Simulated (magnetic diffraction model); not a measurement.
# KTmTl₂Cl₆ below its ordering temperature

Space group Fm-3m (no. 225), a = 10.4180 Å.

```csv
site,atom,x,y,z
8c,Tl,1/4,1/4,3/4
4a,Tm,0,0,0
4b,K,1/2,0,0
24e,Cl,0,0,0.7557
```

The compound is invented for this exercise: a known structure type with other elements, its cell scaled to their sizes and not relaxed.

Only Tm is taken to order (form factors of Tm3+); orders and moment sizes are assumed, and not adapted to the symmetry. Radiation: neutrons of λ = 2.567 Å, 8° to 95°; isotropic B of 0.41 Å² (Tl), 0.36 Å² (Tm), 0.81 Å² (K) and 0.87 Å² (Cl). Simulated constant-wavelength pattern: nuclear and magnetic terms add, the magnetic one as |2.695 fm × Σ f S⊥ exp(2πi Q·r) exp(−B s²)|², summed over all Q at one angle with the factor 1/(sin²θ cos θ). For collinear order S is the moment m, which repeats by lattice and centring translations R with the sign exp(−2πi k·R). Free-ion form factors, Sears's scattering lengths of 1992, no absorption; a label names one of the reflections at its angle. The strongest nuclear line in the range is 100, and lines under 0.2 are left out.

Above the ordering temperature:

```csv
2θ (°),index,I
24.64,(1 1 1),2.4
28.53,(2 0 0),6.8
40.79,(2 2 0),4.0
48.23,(3 1 1),0.5
50.53,(2 2 2),84.7
59.05,(4 0 0),87.4
66.87,(4 2 0),5.6
74.25,(4 2 2),3.1
79.61,(5 1 1),2.2
88.36,(4 4 0),100.0
93.58,(5 3 1),1.7
```

Below it (cell unchanged):

```tsv
2θ (°)	I
24.64	14.7
28.53	13.7
40.79	10.7
48.23	9.9
50.53	87.6
59.05	88.9
64.96	5.1
66.87	10.4
74.25	7.1
79.61	6.9
88.36	101.5
93.58	7.0
```

**Question.** Find the propagation vector, then choose among these models:
A. collinear moments along [101], 5.8 μB on Tm
B. collinear moments along [001], 5.8 μB on Tm
C. collinear moments along [100], 5.8 μB on Tm

No line moves, and magnetic intensity falls on nuclear lines such as the one at 24.64°; new lines at (3 3 1) have whole indices that obey the lattice centring, at places with no nuclear intensity to speak of, so the magnetic cell equals the chemical primitive cell: k = 0.

Magnetic intensity, observed (below minus above) and for each model:

| 2θ (°) | index | observed | A | B | C |
| --- | --- | --- | --- | --- | --- |
| 40.79 | (2 2 0) | 6.6 | 6.6 | 6.6 | 6.6 |
| 48.23 | (3 1 1) | 9.4 | 9.4 | 9.4 | 9.4 |
| 50.53 | (2 2 2) | 2.8 | 2.8 | 2.8 | 2.8 |
| 64.96 | (3 3 1) | 5.1 | 5.1 | 5.1 | 5.1 |
| 66.87 | (4 2 0) | 4.8 | 4.8 | 4.8 | 4.8 |
| 74.25 | (4 2 2) | 4.0 | 4.0 | 4.0 | 4.0 |
| 79.61 | (5 1 1) | 4.7 | 4.7 | 4.7 | 4.7 |
| 88.36 | (4 4 0) | 1.5 | 1.5 | 1.5 | 1.5 |

Models A, B and C match alike on every line, so these data can't choose among them (such ties are often domains of one structure): a powder sees only the angle between collinear moments and the unique axis of a uniaxial spin configuration, and no direction at all where the configuration is cubic.

The structure used: k = (0 0 0), collinear moments along [001], 5.8 μB on Tm.

[Logs are printed without paths, hosts, clocks, repeated set-up lines and the standing remarks that a program may print on its own settings, such as how far it seeks lower states.]
